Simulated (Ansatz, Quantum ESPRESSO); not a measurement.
# O on fcc sites of Ni(111): the work function of the upper face at a withheld member of a series

How the rows were computed: Quantum ESPRESSO 7.5, PBE, GBRV ultrasoft. Slabs of 3 layers, covered on the upper face; adsorbates and the top layer relax in a periodic cell, the rest is held (the clean slab relaxes both outer layers); a run under open boundaries (ESM, bc1) gives both vacuum levels. Cells of one to 6 surface sites carry the coverages, on meshes of like density; cold smearing of 0.02 Ry. The slabs take the lattice constants of the bulk relaxed by the same program. The series steps the coverage.

| coverage | work function of the upper face (eV) |
| --- | --- |
| 0 ML | 5.002 |
| 0.1667 ML | 5.516 |
| 0.25 ML | 5.772 |
| 0.3333 ML | 6.074 |
| 0.5 ML | 6.345 |
| 0.6667 ML | 6.704 |
| 0.75 ML | 6.623 |

One more run was made and is withheld. What is the work function of the upper face at 1 ML?

By hand: The rows at 0.6667 ML and 0.75 ML give a slope of (6.623 − (6.704))/(0.75 − (0.6667)) = −0.9724, so a straight line gives 6.380 eV. A parabola through these and the row at 0.5 ML gives 5.338 eV.

What the calculation gave: 6.917 eV. The line misses by −0.537 and the parabola by −1.579 eV. The line does better here.

**Limits.** Thin slabs, one site and one ordered pattern a coverage; no reconstruction or subsurface sites; meshes differ a little between cells.
